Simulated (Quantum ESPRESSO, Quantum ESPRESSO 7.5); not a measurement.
# Ta(100), 5 layers: vacuum convergence

Aim: how far one choice must go before the vacuum level and the energy of Ta(100), 5 layers stand still, and what it costs.

Program: Quantum ESPRESSO 7.5. Level of theory: plane-wave DFT, PBE, GBRV ultrasoft pseudopotentials. Results are calculated unless marked as measured.

## (1) Starting point

The cell holds 5 atoms: 5 Ta. Cell: a = 3.310 Å, b = 3.310 Å, c = 30.620 Å, α = 90.0°, β = 90.0°, γ = 90.0°. It derives from Ta. Vacuum lies along c.

As a file:

```cif
data_structure
_symmetry_space_group_name_H-M 'P 1'
_symmetry_Int_Tables_number 1
_cell_length_a 3.3100
_cell_length_b 3.3100
_cell_length_c 30.6200
_cell_angle_alpha 90.000
_cell_angle_beta 90.000
_cell_angle_gamma 90.000
_cell_volume 335.48
loop_
_atom_site_label
_atom_site_type_symbol
_atom_site_fract_x
_atom_site_fract_y
_atom_site_fract_z
_atom_site_occupancy
Ta1 Ta 0.00000 0.00000 0.39190 1
Ta2 Ta 0.50000 0.50000 0.44595 1
Ta3 Ta 0.00000 0.00000 0.50000 1
Ta4 Ta 0.50000 0.50000 0.55405 1
Ta5 Ta 0.00000 0.00000 0.60810 1
```

## (2) Self-consistent run: 24 Å of vacuum

The first run is the reference of the series.

The input, c0.in:

```
&control
  prefix = 'c0'
  outdir = './out'
  pseudo_dir = './pseudo'
  calculation = 'scf'
  tprnfor = .true.
/
&system
  ibrav = 0
  nat = 5
  ntyp = 1
  ecutwfc = 40
  ecutrho = 200
  occupations = 'smearing'
  smearing = 'mv'
  degauss = 0.02
/
&electrons
  conv_thr = 1e-07
  mixing_beta = 0.4
  electron_maxstep = 120
  mixing_mode = 'local-TF'
/
ATOMIC_SPECIES
  Ta  180.9479  ta_pbe_v1.uspp.F.UPF
CELL_PARAMETERS angstrom
  3.31000000000000 0.00000000000000 0.00000000000000
  0.00000000000000 3.31000000000000 0.00000000000000
  0.00000000000000 0.00000000000000 30.62000000000000
ATOMIC_POSITIONS crystal
  Ta  0.000000000000 0.000000000000 0.391900718485
  Ta  0.500000000000 0.500000000000 0.445950359242
  Ta  0.000000000000 0.000000000000 0.500000000000
  Ta  0.500000000000 0.500000000000 0.554049640758
  Ta  0.000000000000 0.000000000000 0.608099281515
K_POINTS automatic
  8 8 1 0 0 0
```

The run is started by

```sh
> OMP_NUM_THREADS=1 mpirun -n 4 pw.x -nk 4 -in c0.in > c0.out
```

Log:

```text
Program PWSCF v.7.5 starts
[citation notice left out]

     Parallel version (MPI & OpenMP), running on       4 processor cores
     Number of MPI processes:                 4
     Threads/MPI process:                     1

     MPI processes distributed on     1 nodes
[...]
Current dimensions of program PWSCF are:
     Max number of different atomic species (ntypx) = 10
     Max number of k-points (npk) =  40000
     Max angular momentum in pseudopotentials (lmaxx) =  4
     Message from routine setup:
     using ibrav=0 with symmetry is DISCOURAGED, use correct ibrav instead

     K-points division:     npool     =       4
     Subspace diagonalization in iterative solution of the eigenvalue problem:
     a serial algorithm will be used

     G-vector sticks info
     --------------------
     sticks:   dense  smooth     PW     G-vecs:    dense   smooth      PW
     Sum         621     497    149               107961    77449   13165

     Using Slab Decomposition

     bravais-lattice index     =            0
     lattice parameter (alat)  =       6.2550  a.u.
     unit-cell volume          =    2263.9028 (a.u.)^3
     number of atoms/cell      =            5
     number of atomic types    =            1
     number of electrons       =        65.00
     number of Kohn-Sham states=           40
     kinetic-energy cutoff     =      40.0000  Ry
     charge density cutoff     =     200.0000  Ry
     scf convergence threshold =      1.0E-07
     mixing beta               =       0.4000
     number of iterations used =            8  local-TF  mixing
     Exchange-correlation= SLA  PW   PBE  PBE
                           (   1   4   3   4   0   0   0)

     celldm(1)=   6.254993  celldm(2)=   0.000000  celldm(3)=   0.000000
     celldm(4)=   0.000000  celldm(5)=   0.000000  celldm(6)=   0.000000

     crystal axes: (cart. coord. in units of alat)
               a(1) = (   1.000000   0.000000   0.000000 )
               a(2) = (   0.000000   1.000000   0.000000 )
               a(3) = (   0.000000   0.000000   9.250755 )

     reciprocal axes: (cart. coord. in units 2 pi/alat)
               b(1) = (  1.000000  0.000000  0.000000 )
               b(2) = (  0.000000  1.000000  0.000000 )
               b(3) = (  0.000000  0.000000  0.108099 )

     PseudoPot. # 1 for Ta read from file:
     ./pseudo/ta_pbe_v1.uspp.F.UPF
     Pseudo is Ultrasoft + core correction, Zval = 13.0
     Generated by new atomic code, or converted to UPF format
     Using radial grid of  921 points,  7 beta functions with:
                l(1) =   0
                l(2) =   0
                l(3) =   1
                l(4) =   1
                l(5) =   2
                l(6) =   2
                l(7) =   3
     Q(r) pseudized with  6 coefficients,  rinner =    1.300   1.300   1.300
                                                       1.300   1.300   1.300
                                                       1.300

     atomic species   valence    mass     pseudopotential
     Ta               13.00   180.94790     Ta( 1.00)

     16 Sym. Ops., with inversion, found

   Cartesian axes

     site n.     atom                  positions (alat units)
         1        Ta     tau(   1) = (   0.0000000   0.0000000   3.6253776  )
         2        Ta     tau(   2) = (   0.5000000   0.5000000   4.1253776  )
         3        Ta     tau(   3) = (   0.0000000   0.0000000   4.6253776  )
         4        Ta     tau(   4) = (   0.5000000   0.5000000   5.1253776  )
         5        Ta     tau(   5) = (   0.0000000   0.0000000   5.6253776  )

     number of k points=    15  Marzari-Vanderbilt smearing, width (Ry)=  0.0200
                       cart. coord. in units 2pi/alat
        k(    1) = (   0.0000000   0.0000000   0.0000000), wk =   0.0312500
        k(    2) = (   0.0000000   0.1250000   0.0000000), wk =   0.1250000
        k(    3) = (   0.0000000   0.2500000   0.0000000), wk =   0.1250000
        k(    4) = (   0.0000000   0.3750000   0.0000000), wk =   0.1250000
        k(    5) = (   0.0000000  -0.5000000   0.0000000), wk =   0.0625000
        k(    6) = (   0.1250000   0.1250000   0.0000000), wk =   0.1250000
        k(    7) = (   0.1250000   0.2500000   0.0000000), wk =   0.2500000
        k(    8) = (   0.1250000   0.3750000   0.0000000), wk =   0.2500000
        k(    9) = (   0.1250000  -0.5000000   0.0000000), wk =   0.1250000
        k(   10) = (   0.2500000   0.2500000   0.0000000), wk =   0.1250000
[...]
k(   15) = (  -0.5000000  -0.5000000   0.0000000), wk =   0.0312500

     Dense  grid:   107961 G-vectors     FFT dimensions: (  30,  30, 270)

     Smooth grid:    77449 G-vectors     FFT dimensions: (  25,  25, 240)

     Estimated max dynamical RAM per process >     262.61 MB

     Estimated total dynamical RAM >     971.36 MB

     Initial potential from superposition of free atoms

     starting charge      64.9944, renormalised to      65.0000

     negative rho (up, down):  4.716E-01 0.000E+00
     Starting wfcs are   65 randomized atomic wfcs

     total cpu time spent up to now is        2.3 secs

     per-process dynamical memory:   113.0 Mb

     Self-consistent Calculation

     iteration #  1     ecut=    40.00 Ry     beta= 0.40
     Davidson diagonalization with overlap
     ethr =  1.00E-02,  avg # of iterations =  2.0

     negative rho (up, down):  4.749E-01 0.000E+00

     total cpu time spent up to now is        4.3 secs

     total energy              =    -709.23228885 Ry
     estimated scf accuracy    <       5.05697162 Ry

     iteration #  2     ecut=    40.00 Ry     beta= 0.40
[...]
negative rho (up, down):  4.844E-01 0.000E+00

[...]
total energy              =    -708.85999557 Ry
     estimated scf accuracy    <       2.50672957 Ry

     iteration #  3     ecut=    40.00 Ry     beta= 0.40
[...]
negative rho (up, down):  4.760E-01 0.000E+00

[...]
total energy              =    -708.60831702 Ry
     estimated scf accuracy    <       2.67843655 Ry

     iteration #  4     ecut=    40.00 Ry     beta= 0.40
[...]
negative rho (up, down):  4.826E-01 0.000E+00

[...]
total energy              =    -709.46669577 Ry
     estimated scf accuracy    <       5.54928429 Ry

     iteration #  5     ecut=    40.00 Ry     beta= 0.40
[...]
negative rho (up, down):  4.843E-01 0.000E+00

[...]
total energy              =    -709.30930987 Ry
[...]
total energy              =    -709.17981305 Ry
     estimated scf accuracy    <       3.52568806 Ry

     iteration #  9     ecut=    40.00 Ry     beta= 0.40
[...]
negative rho (up, down):  4.847E-01 0.000E+00

[...]
total energy              =    -709.22653834 Ry
     estimated scf accuracy    <       1.82811310 Ry

     iteration # 10     ecut=    40.00 Ry     beta= 0.40
[...]
negative rho (up, down):  4.892E-01 0.000E+00

[...]
total energy              =    -709.29880171 Ry
     estimated scf accuracy    <       2.35894517 Ry

     iteration # 11     ecut=    40.00 Ry     beta= 0.40
[...]
negative rho (up, down):  4.889E-01 0.000E+00

[...]
total energy              =    -709.36226360 Ry
     estimated scf accuracy    <       3.23166233 Ry

     iteration # 12     ecut=    40.00 Ry     beta= 0.40
[...]
negative rho (up, down):  4.922E-01 0.000E+00

[...]
total energy              =    -708.91703409 Ry
     estimated scf accuracy    <       3.95746075 Ry

     iteration # 13     ecut=    40.00 Ry     beta= 0.40
[...]
negative rho (up, down):  4.874E-01 0.000E+00

[...]
total energy              =    -709.10004653 Ry
     estimated scf accuracy    <       0.06980302 Ry

     iteration # 14     ecut=    40.00 Ry     beta= 0.40
[...]
negative rho (up, down):  4.863E-01 0.000E+00

[...]
total energy              =    -709.09163249 Ry
     estimated scf accuracy    <       0.25781807 Ry

[...]
iteration # 21     ecut=    40.00 Ry     beta= 0.40
[...]
negative rho (up, down):  4.935E-01 0.000E+00

[...]
total energy              =    -709.11842720 Ry
     estimated scf accuracy    <       0.00300938 Ry

     iteration # 22     ecut=    40.00 Ry     beta= 0.40
[...]
negative rho (up, down):  4.911E-01 0.000E+00

[...]
total energy              =    -709.11852469 Ry
     estimated scf accuracy    <       0.00011540 Ry

     iteration # 23     ecut=    40.00 Ry     beta= 0.40
[...]
negative rho (up, down):  4.911E-01 0.000E+00

[...]
total energy              =    -709.11855110 Ry
     estimated scf accuracy    <       0.00004154 Ry

     iteration # 24     ecut=    40.00 Ry     beta= 0.40
[...]
negative rho (up, down):  4.896E-01 0.000E+00

[...]
total energy              =    -709.11854835 Ry
     estimated scf accuracy    <       0.00004088 Ry

     iteration # 25     ecut=    40.00 Ry     beta= 0.40
[...]
negative rho (up, down):  4.895E-01 0.000E+00

[...]
total energy              =    -709.11855412 Ry
     estimated scf accuracy    <       0.00000857 Ry

     iteration # 26     ecut=    40.00 Ry     beta= 0.40
[...]
negative rho (up, down):  4.895E-01 0.000E+00

[...]
total energy              =    -709.11855442 Ry
     estimated scf accuracy    <       0.00000231 Ry

     iteration # 27     ecut=    40.00 Ry     beta= 0.40
[...]
negative rho (up, down):  4.895E-01 0.000E+00

[...]
total energy              =    -709.11855399 Ry
     estimated scf accuracy    <       0.00000156 Ry

     iteration # 28     ecut=    40.00 Ry     beta= 0.40
[...]
negative rho (up, down):  4.896E-01 0.000E+00

[...]
End of self-consistent calculation

          k = 0.0000 0.0000 0.0000 (  9637 PWs)   bands (ev):

   -65.9892 -65.9891 -65.0441 -65.0019 -64.8837 -32.5113 -32.5077 -32.3445
   -32.3445 -32.3409 -32.3409 -31.7499 -31.6228 -31.6228 -31.5375 -31.3746
   -31.3746 -31.1708 -31.0689 -31.0689  -5.1956  -3.7701  -1.9160  -1.3314
    -1.2183  -0.8035  -0.4819   1.0482   2.1328   2.3013   2.7884   2.7884
     2.8118   2.8118   3.0543   3.1061   3.4652   3.4652   3.8154   4.9391

          k = 0.0000 0.1250 0.0000 (  9655 PWs)   bands (ev):

   -65.9878 -65.9878 -65.0389 -65.0011 -64.8871 -32.5153 -32.5115 -32.3785
   -32.3777 -32.3360 -32.3330 -31.7496 -31.6983 -31.6046 -31.4874 -31.4088
   -31.3777 -31.1426 -31.0902 -31.0875  -4.8731  -3.5156  -1.7801  -1.1514
    -0.9828  -0.7509  -0.2432   1.0327   1.9496   2.2366   2.3066   2.4540
     2.4808   2.9742   3.0008   3.1554   3.1599   4.2221   4.2639   4.3638

          k = 0.0000 0.2500 0.0000 (  9699 PWs)   bands (ev):

   -65.9846 -65.9846 -65.0252 -64.9994 -64.8966 -32.5276 -32.5252 -32.4582
   -32.4577 -32.3155 -32.3142 -31.7905 -31.7785 -31.5521 -31.4777 -31.4275
   -31.3858 -31.1501 -31.1129 -31.1087  -3.9793  -2.8760  -1.6241  -0.9054
    -0.7978  -0.3478   0.6246   1.3634   1.6736   1.6753   1.6796   2.0560
     2.5174   2.5676   2.7162   3.4518   3.6441   4.0470   4.3299   4.4362

          k = 0.0000 0.3750 0.0000 (  9718 PWs)   bands (ev):

   -65.9814 -65.9814 -65.0088 -64.9976 -64.9088 -32.5544 -32.5404 -32.5310
   -32.5266 -32.2948 -32.2946 -31.8558 -31.8248 -31.5192 -31.4726 -31.4014
   -31.3940 -31.2368 -31.1093 -31.1043  -2.7498  -2.2325  -1.6638  -1.0931
    -0.6952   0.3232   1.1387   1.2081   1.5364   1.6651   1.7102   2.1270
     2.3199   2.5067   2.7352   3.5779   3.6926   4.0344   4.0472   4.4794

          k = 0.0000-0.5000 0.0000 (  9724 PWs)   bands (ev):

   -65.9800 -65.9800 -65.0006 -64.9968 -64.9153 -32.5711 -32.5647 -32.5566
   -32.5362 -32.2864 -32.2863 -31.8809 -31.8439 -31.5424 -31.4084 -31.3975
   -31.3837 -31.3038 -31.1136 -31.0985  -2.0091  -1.8958  -1.6210  -1.1176
    -1.1138   0.9231   0.9536   1.0317   1.3285   1.7018   1.8810   1.9952
     2.1372   2.7590   2.9105   3.3321   3.8599   4.1891   4.2178   4.8274

          k = 0.1250 0.1250 0.0000 (  9691 PWs)   bands (ev):

   -65.9866 -65.9865 -65.0341 -65.0004 -64.8901 -32.5158 -32.5135 -32.3758
   -32.3712 -32.3692 -32.3670 -31.7540 -31.6849 -31.6633 -31.4609 -31.4096
   -31.3963 -31.1319 -31.1285 -31.0763  -4.5611  -3.2490  -1.5888  -0.8894
    -0.8271  -0.4956  -0.2034   0.9378   1.6699   1.9878   2.0136   2.2703
     2.5890   2.7293   2.8413   3.0171   3.2438   4.0145   4.2419   4.5553

[...]
the Fermi energy is     2.3296 ev

!    total energy              =    -709.11855428 Ry
     estimated scf accuracy    <       0.00000007 Ry
     smearing contrib. (-TS)   =      -0.00133595 Ry
     internal energy E=F+TS    =    -709.11721833 Ry

     The total energy is F=E-TS. E is the sum of the following terms:
     one-electron contribution =   -7084.06359329 Ry
     hartree contribution      =    3534.36665296 Ry
     xc contribution           =    -210.73275653 Ry
     ewald contribution        =    3051.31247853 Ry

     convergence has been achieved in  28 iterations

     negative rho (up, down):  4.896E-01 0.000E+00

     Forces acting on atoms (cartesian axes, Ry/au):

     atom    1 type  1   force =     0.00000000    0.00000000    0.05174904
     atom    2 type  1   force =     0.00000000    0.00000000   -0.05633315
     atom    3 type  1   force =     0.00000000    0.00000000    0.00000000
     atom    4 type  1   force =     0.00000000    0.00000000    0.05633315
     atom    5 type  1   force =     0.00000000    0.00000000   -0.05174904

     Total force =     0.108179     Total SCF correction =     0.000648

[...]
=------------------------------------------------------------------------------=
   JOB DONE.
=------------------------------------------------------------------------------=
```

Elapsed: 60 s, on 4 MPI ranks of Intel Xeon 6975P-C (Granite Rapids), shared host; peak memory 1.1 GiB.

Numbers from this step:

| Item | Value |
| --- | --- |
| free energy | -9648.0494 eV |
| Fermi energy | 2.330 eV |

The program's own clock; routines nest. Time by routine:

```tsv
routine	wall time (s)	calls
PWSCF	58.88	1
electrons	56.02	1
c_bands	30.66	28
cegterg	25.2	112
h_psi	16.86	431
vloc_psi	11.69	431
fftw	11.11	24748
sum_band	10.19	28
mix_rho	8.52	28
newd	5.02	29
calbec	3.83	559
ffts	2.88	3364
h_psi:calbec	2.63	431
add_vuspsi	2.32	431
```

The run needed 28 iterations to bring the estimated error under 1e-07 Ry; the largest force on any atom, held or free, is 1.45 eV/Å.

## (3) Potential by pp.x

The vacuum level is read from the electrostatic potential (plot_num = 11), averaged over planes.

The input, c0.pot.in:

```
&inputpp
  prefix = 'c0'
  outdir = './out'
  filplot = 'c0.pot.dat'
  plot_num = 11
/
```

The run is started by

```sh
> OMP_NUM_THREADS=1 mpirun -n 4 pp.x -in c0.pot.in > c0.pot.out
```

Log:

```text
[banner, memory and clock lines left out]
Program POST-PROC v.7.5 starts

          URL

     ./out/c0.save/

     IMPORTANT: XC functional enforced from input :
     Exchange-correlation= PBE
                           (   1   4   3   4   0   0   0)
     Any further DFT definition will be discarded
     Please, verify this is what you really want

     negative rho (up, down):  4.896E-01 0.000E+00

     Calling punch_plot, plot_num =  11
     Writing data to file  c0.pot.dat
     Message from routine chdens:
     namelist plot not found or invalid, exiting
```

The job ended after 1.4 s (4 MPI ranks; peak memory 0.19 GiB).

This step gave:

| Quantity | Value |
| --- | --- |
| potential in the middle of the vacuum, over the Fermi level | 3.968 eV |

The potential energy, planar mean oscillates, so the rows of the table below give means over windows of 1 Å about each position, cut where the curve ends. Its maxima inside the range that stand out by 2 % of the span (Å: eV): 13.6: -4.88, 15.3: -4.86, 17.0: -4.88. Its minima: 12.8: -6.17, 14.5: -6.15, 16.1: -6.15, 17.8: -6.17.

Electrostatic potential energy of an electron; zero at the Fermi level. The potential energy, planar mean by z; means over each step:

```tsv
z (Å)	potential energy, planar mean (eV)
0	3.97
1	3.97
2	3.97
3	3.97
4	3.97
5	3.97
6	3.97
7	3.97
8	3.96
9	3.87
10	3.20
11	-1.10
12	-5.37
13	-5.72
14	-5.44
15	-5.36
16	-5.75
17	-5.18
18	-5.89
19	-4.58
20	1.31
21	3.62
22	3.92
23	3.96
24	3.97
25	3.97
26	3.97
27	3.97
28	3.97
29	3.97
30	3.97
```

Inside the slab this potential holds the local part of the pseudopotentials, which can be repulsive at the nuclei; only its value in the vacuum has a meaning of its own.

(Continued in part 2 of 3.)

[Logs are printed without paths, hosts, clocks, repeated set-up lines and the standing remarks that a program may print on its own settings, such as how far it seeks lower states.]

[Hosts, paths, dates, database ids (printed as entryN), source tags and the programs' standing remarks are cut or masked in the printed files.]

[Maps of the electrostatic potential energy from Ansatz leave out the sawtooth potential of an applied field or a dipole correction, so their vacuum need not be flat; planar profiles and work functions include it.]
